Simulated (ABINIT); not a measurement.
# Quasiparticle gap of BaTiO3 (P4mm) in ABINIT

Aim: the G0W0 gap of BaTiO3 (P4mm) on PBE, step by step.

Program: ABINIT 10.8.3. Level of theory: PBE and many-body steps on it, plane waves. Results are calculated unless marked as measured.

The database entry behind the starting cell differs from later determinations by our own check (c/a about 0.6 % short), so it need not match the best structure at ambient conditions.

## (1) Set-up

It takes space group P4mm (No. 99, tetragonal). Conventional cell: a = 4.000 Å, b = 4.000 Å, c = 4.018 Å, α = 90.00°, β = 90.00°, γ = 90.00°. Nearest to Ba lie 12 O at 2.79 to 2.88 Å. Nearest to Ti lie 6 O at 1.89 to 2.13 Å. Nearest to O lie 2 Ti at 1.89 to 2.13 Å and 4 Ba at 2.83 Å. O has 2 Ti at 2.00 Å and 4 Ba at 2.79 to 2.88 Å nearest. Farther neighbours and most contacts between anions are not listed.

The cell and positions come from the Crystallography Open Database and are kept as given unless a step says otherwise. Spin-orbit coupling is left out unless a step names it.

## (2) Ground state

This step: ABINIT 10.8.3; DFT, PBE, plane waves, norm-conserving pseudopotentials.

The ground-state density comes first.

Contents of run.abi:

```
acell 3*1.0 Angstrom
rprim 
  3.999800000000 0.000000000000 0.000000000000
  0.000000000000 3.999800000000 0.000000000000
  0.000000000000 0.000000000000 4.018000000000
ntypat 3
znucl 56 22 8
natom 5
typat 1 2 3 3 3
xred 
  0.000000000000 0.000000000000 0.000000000000
  0.500000000000 0.500000000000 0.490000000000
  0.500000000000 0.500000000000 0.019000000000
  0.500000000000 0.000000000000 0.517000000000
  0.000000000000 0.500000000000 0.517000000000
pp_dirpath "pseudos"
pseudos "Ba.upf, Ti.upf, O.upf"
ecut 38
ngkpt 6 6 6
nshiftk 1
shiftk 0 0 0
kptopt 1
chksymbreak 0
nband 26
occopt 1
tolvrs 1e-10
nstep 60
prtwf 0
optforces 0
optstress 0
indata_prefix "in"
outdata_prefix "out"
tmpdata_prefix "tmp"
```

Launch:

```bash
OMP_NUM_THREADS=1 mpirun -n 8 abinit run.abi > log
```

Numbers of over 12 decimals in the logs are rounded to 6 here.

What it wrote:

```text
.Version 10.8.3 of ABINIT. v10.8.2 released Aug 2026.

 Symmetries : space group P4 m m (# 99); Bravais tP (primitive tetrag.)
================================================================================
 Values of the parameters that define the memory need of the present run
     intxc =       0    ionmov =       0      iscf =       7    lmnmax =       6
     lnmax =       6     mgfft =      45  mpssoang =       3    mqgrid =    3001
     natom =       5  nloc_mem =       1    nspden =       1   nspinor =       1
    nsppol =       1      nsym =       8    n1xccc =    2501    ntypat =       3
    occopt =       1   xclevel =       2
-    mband =          26        mffmem =           1         mkmem =           5
       mpw =        4870          nfft =       91125          nkpt =          40
================================================================================
  Rough estimation (10% accuracy) of disk space for files :
================================================================================

--------------------------------------------------------------------------------
------------- Echo of variables that govern the present computation ------------
--------------------------------------------------------------------------------
 -outvars: echo values of preprocessed input variables --------
            acell      1.8897261259E+00  1.8897261259E+00  1.8897261259E+00 Bohr

      chksymbreak           0
             ecut      3.80000000E+01 Hartree
-          fftalg         312

              ixc     -101130
              kpt      0.00000000E+00  0.00000000E+00  0.00000000E+00
                       1.66666667E-01  0.00000000E+00  0.00000000E+00
                       3.33333333E-01  0.00000000E+00  0.00000000E+00
                       5.00000000E-01  0.00000000E+00  0.00000000E+00
                       1.66666667E-01  1.66666667E-01  0.00000000E+00
                       3.33333333E-01  1.66666667E-01  0.00000000E+00
                       5.00000000E-01  1.66666667E-01  0.00000000E+00
                       3.33333333E-01  3.33333333E-01  0.00000000E+00
                       5.00000000E-01  3.33333333E-01  0.00000000E+00
   [... 29 further rows ...]
                       5.00000000E-01  3.33333333E-01  5.00000000E-01
                       5.00000000E-01  5.00000000E-01  5.00000000E-01
         kptrlatt        6    0    0      0    6    0      0    0    6
          kptrlen      4.53511594E+01
P           mkmem           5
            natom           5
            nband          26
            ngfft          45      45      45
             nkpt          40
            nstep          60
             nsym           8
           ntypat           3
              occ      2.000000  2.000000  2.000000  2.000000  2.000000  2.000000
                       2.000000  2.000000  2.000000  2.000000  2.000000  2.000000
                       2.000000  2.000000  2.000000  2.000000  2.000000  2.000000
                       2.000000  2.000000  0.000000  0.000000  0.000000  0.000000
                       0.000000  0.000000
        optforces           0
        optstress           0
            prtwf           0
            rprim      3.9998000000E+00  0.0000000000E+00  0.0000000000E+00
[...]
spgroup          99

           tolvrs      1.00000000E-10

             xred      0.0000000000E+00  0.0000000000E+00  0.0000000000E+00
[...]
znucl       56.00000   22.00000    8.00000

================================================================================

 chkinp: Checking input parameters for consistency.

================================================================================
== DATASET  1 ==================================================================
-   mpi_nproc: 8, omp_nthreads: 1 (-1 if OMP is not activated)

--- !DatasetInfo
iteration_state: {dtset: 1, }
dimensions: {natom: 5, nkpt: 40, mband: 26, nsppol: 1, nspinor: 1, nspden: 1, mpw: 4870, }
cutoff_energies: {ecut:  38.0, pawecutdg:  -1.0, }
electrons: {nelect:   4.00000000E+01, charge:   0.00000000E+00, occopt:   1.00000000E+00, tsmear:   1.00000000E-02, }

 Real(R)+Recip(G) space primitive vectors, cartesian coordinates (Bohr,Bohr^-1):
 R(1)=  7.5585266  0.0000000  0.0000000  G(1)=  0.1323009  0.0000000  0.0000000
 R(2)=  0.0000000  7.5585266  0.0000000  G(2)=  0.0000000  0.1323009  0.0000000
 R(3)=  0.0000000  0.0000000  7.5929196  G(3)=  0.0000000  0.0000000  0.1317016
 Unit cell volume ucvol=  4.3379355E+02 bohr^3
 Angles (23,13,12)=  9.00000000E+01  9.00000000E+01  9.00000000E+01 degrees

 getcut: wavevector=  0.0000  0.0000  0.0000  ngfft=  45  45  45
         ecut(hartree)=     38.000   => boxcut(ratio)=   2.08827

--- Pseudopotential description ------------------------------------------------
- Ba Generated using ONCVPSP code by D. R. Hamann
- 56.00000  10.00000  171031                  znucl, zion, pspdat
12 -101130 2 -1 1958                          pspcod,pspxc,lmax,lloc,mmax
     nproj     2     2     2
  pspatm : epsatm=   26.75150155
         --- l  ekb(1:nproj) -->
[...]
pspatm: atomic psp has been read  and splines computed

- Ti Generated using ONCVPSP code by D. R. Hamann
- 22.00000  12.00000  171031                  znucl, zion, pspdat
12 -101130 2 -1 1586                          pspcod,pspxc,lmax,lloc,mmax
     nproj     2     2     2
  pspatm : epsatm=   14.68144553
         --- l  ekb(1:nproj) -->
[...]
pspatm: atomic psp has been read  and splines computed

- O Generated using ONCVPSP code by D. R. Hamann
-  8.00000   6.00000  171031                  znucl, zion, pspdat
12 -101130 2 -1 936                           pspcod,pspxc,lmax,lloc,mmax
     nproj     2     2     1
  pspatm : epsatm=    6.19545534
         --- l  ekb(1:nproj) -->
[...]
2   -1.331955
 pspatm: atomic psp has been read  and splines computed

   2.40077252E+03                                ecore*ucvol(ha*bohr**3)
--------------------------------------------------------------------------------

_setup2: Arith. and geom. avg. npw (full set) are    4853.144    4853.130

================================================================================

--- !BeginCycle
iteration_state: {dtset: 1, }
solver: {iscf: 7, nstep: 60, nline: 4, wfoptalg: 0, }
tolerances: {tolvrs: 1.00E-10, }

     iter   Etot(hartree)      deltaE(h)  residm     vres2
 ETOT  1  -136.74702743022    -1.367E+02 9.336E-02 1.935E+03
 ETOT  2  -127.17103026230     9.576E+00 1.298E-01 3.590E+04
 ETOT  3  -137.29092020010    -1.012E+01 4.830E-02 5.503E+02
 ETOT  4  -137.30915257661    -1.823E-02 1.085E-01 3.635E+02
 ETOT  5  -137.36275512672    -5.360E-02 2.002E-02 1.113E+02
 ETOT  6  -137.38082547404    -1.807E-02 1.842E-02 2.380E+01
 ETOT  7  -137.38517000249    -4.345E-03 3.489E-02 3.044E+00
 ETOT  8  -137.38541730655    -2.473E-04 6.060E-03 1.843E+00
 ETOT  9  -137.38577540460    -3.581E-04 4.699E-03 1.982E-01
 ETOT 10  -137.38581686400    -4.146E-05 6.224E-03 4.499E-03
 ETOT 11  -137.38581780632    -9.423E-07 6.059E-03 1.181E-04
 ETOT 12  -137.38581782532    -1.900E-08 4.057E-03 1.729E-05
 ETOT 13  -137.38581782918    -3.859E-09 1.931E-03 1.939E-07
 ETOT 14  -137.38581782923    -5.127E-11 1.177E-03 5.190E-10
 ETOT 15  -137.38581782922     6.679E-12 8.115E-04 3.578E-11

 At SCF step   15       vres2   =  3.58E-11 < tolvrs=  1.00E-10 =>converged.

--- !ResultsGS
iteration_state: {dtset: 1, }
comment   : Summary of ground state results
lattice_vectors:
- [  7.5585266,   0.0000000,   0.0000000, ]
- [  0.0000000,   7.5585266,   0.0000000, ]
- [  0.0000000,   0.0000000,   7.5929196, ]
lattice_lengths: [   7.55853,    7.55853,    7.59292, ]
lattice_angles: [ 90.000,  90.000,  90.000, ] # degrees, (23, 13, 12)
lattice_volume:   4.3379355E+02
convergence: {deltae:  6.679E-12, res2:  3.578E-11, residm:  8.115E-04, diffor:  0.000E+00, }
etotal    :  -1.37385818E+02
entropy   :   0.00000000E+00
fermie    :   2.43749078E-01
cartesian_stress_tensor: null
pressure_GPa: null
xred      :
- [  0.0000E+00,   0.0000E+00,   0.0000E+00, Ba]
- [  5.0000E-01,   5.0000E-01,   4.9000E-01, Ti]
- [  5.0000E-01,   5.0000E-01,   1.9000E-02,  O]
- [  5.0000E-01,   0.0000E+00,   5.1700E-01,  O]
- [  0.0000E+00,   5.0000E-01,   5.1700E-01,  O]
cartesian_forces: null
force_length_stats: {min: null, max: null, mean: null, }

 Integrated electronic density in atomic spheres:
 ------------------------------------------------
 Atom  Sphere_radius  Integrated_density
[...]
================================================================================

 ----iterations are completed or convergence reached----

 Mean square residual over all n,k,spin=   49.533E-07; max=  81.145E-05
 reduced coordinates (array xred) for    5 atoms
       0.000000000000      0.000000000000      0.000000000000
       0.500000000000      0.500000000000      0.490000000000
       0.500000000000      0.500000000000      0.019000000000
       0.500000000000      0.000000000000      0.517000000000
       0.000000000000      0.500000000000      0.517000000000
 rms dE/dt=  0.0000E+00; max dE/dt=  0.0000E+00; dE/dt below (all hartree)
    1       0.000000000000      0.000000000000      0.000000000000
    2       0.000000000000      0.000000000000      0.000000000000
    3       0.000000000000      0.000000000000      0.000000000000
    4       0.000000000000      0.000000000000      0.000000000000
    5       0.000000000000      0.000000000000      0.000000000000

 cartesian coordinates (angstrom) at end:
    1      0.000000     0.000000     0.000000
    2      1.999900     1.999900     1.968820
    3      1.999900     1.999900     0.076342
    4      1.999900     0.000000     2.077306
    5      0.000000     1.999900     2.077306
 length scales=  1.889726125908  1.889726125908  1.889726125908 bohr
              =  1.000000000000  1.000000000000  1.000000000000 angstroms
 prteigrs : about to open file out_EIG
 Fermi (or HOMO) energy (hartree) =   0.24375   Average Vxc (hartree)=  -0.42018
 Eigenvalues (hartree) for nkpt=  40  k points:
 kpt#   1, nband= 26, wtk=  0.00463, kpt=  0.0000  0.0000  0.0000 (reduced coord)
  -1.83423   -0.96189   -0.96079   -0.96079   -0.66794   -0.37542   -0.35158   -0.34946
  -0.12278   -0.12278   -0.12269    0.15812    0.15859    0.15859    0.19852    0.19852
   0.20188    0.23290    0.23345    0.23345    0.31085    0.31864    0.31864    0.39233
   0.39581    0.42938
 prteigrs : prtvol=0 or 1, do not print more k-points.

--- !EnergyTerms
iteration_state     : {dtset: 1, }
comment             : Components of total free energy in Hartree
kinetic             :  6.27179103647969E+01
hartree             :  2.98550045081268E+01
xc                  : -2.80526025380794E+01
Ewald energy        : -1.03499980157244E+02
psp_core            :  5.53436662415721E+00
local_psp           : -1.00646688457197E+02
non_local_psp       : -3.29382817378525E+00
total_energy        : -1.37385817829224E+02
total_energy_eV     : -3.73845855367101E+03
band_energy         : -1.06399168460667E+01

== END DATASET(S) ==============================================================
================================================================================

 -outvars: echo values of variables after computation  --------
           etotal     -1.3738581783E+02
            nband          26
             nkpt          40
          spgroup          99
 [... the other variables as echoed above ...]

 Calculation completed.
```

Elapsed: 66 s, on 8 MPI ranks of Arm Neoverse N1, shared host; peak memory 0.73 GiB; 8.8 min of CPU time.

This step gave:

```
total energy               : -3738.4586 eV
gap                        : 1.826 eV
k of the valence top       : 0.5, 0.5, 0.5
k of the conduction bottom : 0, 0, 0
least direct gap           : 2.106 eV
```

The gap is indirect, with the least direct gap 0.28 eV higher.

## (3) Empty states on the mesh, 4×4×4 mesh, 128 bands

The sums over transitions need many empty states on a uniform mesh; this step solves for them.

run.abi, as its differences from that of step 2:

```diff
@@ -18,3 +18,3 @@
 ecut 38
-ngkpt 6 6 6
+ngkpt 4 4 4
 nshiftk 1
@@ -23,9 +23,10 @@
 chksymbreak 0
-nband 26
-occopt 1
-tolvrs 1e-10
+iscf -2
+irdden 1
+istwfk *1
+nband 128
+nbdbuf 10
+tolwfr 1e-09
 nstep 60
-prtwf 0
-optforces 0
-optstress 0
+prtvol 0
 indata_prefix "in"
```

What it wrote:

```text
.Version 10.8.3 of ABINIT. v10.8.2 released Aug 2026.

 Symmetries : space group P4 m m (# 99); Bravais tP (primitive tetrag.)
[... echo of the input left out ...]
== DATASET  1 ==================================================================
-   mpi_nproc: 8, omp_nthreads: 1 (-1 if OMP is not activated)

--- !DatasetInfo
iteration_state: {dtset: 1, }
dimensions: {natom: 5, nkpt: 18, mband: 128, nsppol: 1, nspinor: 1, nspden: 1, mpw: 4929, }
cutoff_energies: {ecut:  38.0, pawecutdg:  -1.0, }
electrons: {nelect:   4.00000000E+01, charge:   0.00000000E+00, occopt:   1.00000000E+00, tsmear:   1.00000000E-02, }

 Real(R)+Recip(G) space primitive vectors, cartesian coordinates (Bohr,Bohr^-1):
 R(1)=  7.5585266  0.0000000  0.0000000  G(1)=  0.1323009  0.0000000  0.0000000
 R(2)=  0.0000000  7.5585266  0.0000000  G(2)=  0.0000000  0.1323009  0.0000000
 R(3)=  0.0000000  0.0000000  7.5929196  G(3)=  0.0000000  0.0000000  0.1317016
 Unit cell volume ucvol=  4.3379355E+02 bohr^3
 Angles (23,13,12)=  9.00000000E+01  9.00000000E+01  9.00000000E+01 degrees

 getcut: wavevector=  0.0000  0.0000  0.0000  ngfft=  45  45  45
         ecut(hartree)=     38.000   => boxcut(ratio)=   2.08827

--- Pseudopotential description ------------------------------------------------
- Ba Generated using ONCVPSP code by D. R. Hamann
- 56.00000  10.00000  171031                  znucl, zion, pspdat
12 -101130 2 -1 1958                          pspcod,pspxc,lmax,lloc,mmax
     nproj     2     2     2
  pspatm : epsatm=   26.75150155
         --- l  ekb(1:nproj) -->
             0    6.667868    0.674319
             1    5.008801    0.408242
             2    2.532546    0.415477
 pspatm: atomic psp has been read  and splines computed

- Ti Generated using ONCVPSP code by D. R. Hamann
- 22.00000  12.00000  171031                  znucl, zion, pspdat
12 -101130 2 -1 1586                          pspcod,pspxc,lmax,lloc,mmax
     nproj     2     2     2
  pspatm : epsatm=   14.68144553
         --- l  ekb(1:nproj) -->
[...]
pspatm: atomic psp has been read  and splines computed

- O Generated using ONCVPSP code by D. R. Hamann
-  8.00000   6.00000  171031                  znucl, zion, pspdat
12 -101130 2 -1 936                           pspcod,pspxc,lmax,lloc,mmax
     nproj     2     2     1
  pspatm : epsatm=    6.19545534
         --- l  ekb(1:nproj) -->
[...]
2   -1.331955
 pspatm: atomic psp has been read  and splines computed

--------------------------------------------------------------------------------

================================================================================
 prteigrs : about to open file out_EIG
 Non-SCF case, kpt    1 (  0.00000  0.00000  0.00000), residuals and eigenvalues=
  5.42E-10  1.55E-10  2.43E-10  5.16E-10  4.82E-11  3.32E-10  3.43E-10  3.77E-10
  1.05E-10  4.43E-10  1.91E-10  2.07E-10  2.82E-10  9.11E-10  2.61E-10  4.14E-10
  3.64E-10  3.33E-10  2.64E-10  5.25E-10  1.57E-10  1.80E-10  1.76E-10  1.42E-10
[...]
-1.8342E+00 -9.6189E-01 -9.6079E-01 -9.6079E-01 -6.6794E-01 -3.7542E-01
 -3.5158E-01 -3.4946E-01 -1.2278E-01 -1.2278E-01 -1.2269E-01  1.5812E-01
  1.5859E-01  1.5859E-01  1.9852E-01  1.9852E-01  2.0188E-01  2.3290E-01
[...]
2.7379E+00  2.7472E+00  2.7523E+00  2.7545E+00  2.8508E+00  2.8508E+00
  2.8536E+00  2.8605E+00  2.8767E+00  2.8978E+00  2.9108E+00  2.9108E+00
  2.9607E+00  2.9622E+00
 prteigrs : prtvol=0 or 1, do not print more k-points.

--- !ResultsGS
iteration_state: {dtset: 1, }
comment   : Summary of ground state results
lattice_vectors:
- [  7.5585266,   0.0000000,   0.0000000, ]
- [  0.0000000,   7.5585266,   0.0000000, ]
- [  0.0000000,   0.0000000,   7.5929196, ]
lattice_lengths: [   7.55853,    7.55853,    7.59292, ]
lattice_angles: [ 90.000,  90.000,  90.000, ] # degrees, (23, 13, 12)
lattice_volume:   4.3379355E+02
convergence: {deltae:  0.000E+00, res2:  0.000E+00, residm:  9.987E-10, diffor:  0.000E+00, }
etotal    :  -1.37385818E+02
entropy   :   0.00000000E+00
fermie    :   2.43749078E-01
cartesian_stress_tensor: null
pressure_GPa: null
xred      :
- [  0.0000E+00,   0.0000E+00,   0.0000E+00, Ba]
- [  5.0000E-01,   5.0000E-01,   4.9000E-01, Ti]
- [  5.0000E-01,   5.0000E-01,   1.9000E-02,  O]
- [  5.0000E-01,   0.0000E+00,   5.1700E-01,  O]
- [  0.0000E+00,   5.0000E-01,   5.1700E-01,  O]
cartesian_forces: null
force_length_stats: {min: null, max: null, mean: null, }

 Integrated electronic density in atomic spheres:
 ------------------------------------------------
 Atom  Sphere_radius  Integrated_density
[...]
================================================================================

 ----iterations are completed or convergence reached----

 Mean square residual over all n,k,spin=   41.231E-11; max=  99.869E-11
 reduced coordinates (array xred) for    5 atoms
[...]
0.500000000000      0.000000000000      0.517000000000
       0.000000000000      0.500000000000      0.517000000000

 cartesian coordinates (angstrom) at end:
    1      0.000000     0.000000     0.000000
    2      1.999900     1.999900     1.968820
    3      1.999900     1.999900     0.076342
    4      1.999900     0.000000     2.077306
    5      0.000000     1.999900     2.077306
 length scales=  1.889726125908  1.889726125908  1.889726125908 bohr
              =  1.000000000000  1.000000000000  1.000000000000 angstroms
 prteigrs : about to open file out_EIG
 Eigenvalues (hartree) for nkpt=  18  k points:
 kpt#   1, nband=128, wtk=  0.01563, kpt=  0.0000  0.0000  0.0000 (reduced coord)
[...]
2.73721    2.73786    2.73786    2.74717    2.75233    2.75449    2.85080    2.85080
   2.85364    2.86049    2.87667    2.89780    2.91080    2.91083    2.96074    2.96225
 prteigrs : prtvol=0 or 1, do not print more k-points.

== END DATASET(S) ==============================================================
================================================================================

 -outvars: echo values of variables after computation  --------
            nband         128
             nkpt          18
          spgroup          99
 [... the other variables as echoed above ...]

 Calculation completed.
```

The job ended after 1.7 min (8 MPI ranks; peak memory 0.71 GiB; 14 min of CPU time).

Numbers from this step:

* gap: 1.826 eV
* k of the valence top: 0.5, 0.5, 0.5
* k of the conduction bottom: 0, 0, 0
* least direct gap: 2.106 eV
* k points computed: 18
* lowest point of the top converged band, above the valence top: 65.4246 eV

On this mesh the gap is 1.826 eV.

(Part 1 of 2 ends here.)

[Paths, hosts, dates, memory and timing lines, banners, echoed tables and standing remarks are left out of the program output.]

[Logs are printed without paths, hosts, clocks, repeated set-up lines and the standing remarks that a program may print on its own settings, such as how far it seeks lower states.]

[Runs of the session that timed out or met a known fault of the program may be left out.]

[Hosts, paths, dates, database ids (printed as entryN), source tags and the programs' standing remarks are cut or masked in the printed files.]

[G0W0 gaps are taken among the corrected bands and points alone; a level outside them can change the order at an edge.]

[Where Ansatz stands beside ABINIT at settings called matched, ABINIT's density can come from a denser mesh and the files from another edition; pairs whose starting gaps differed by over 0.03 eV were left out, so agreement reads better than it is.]
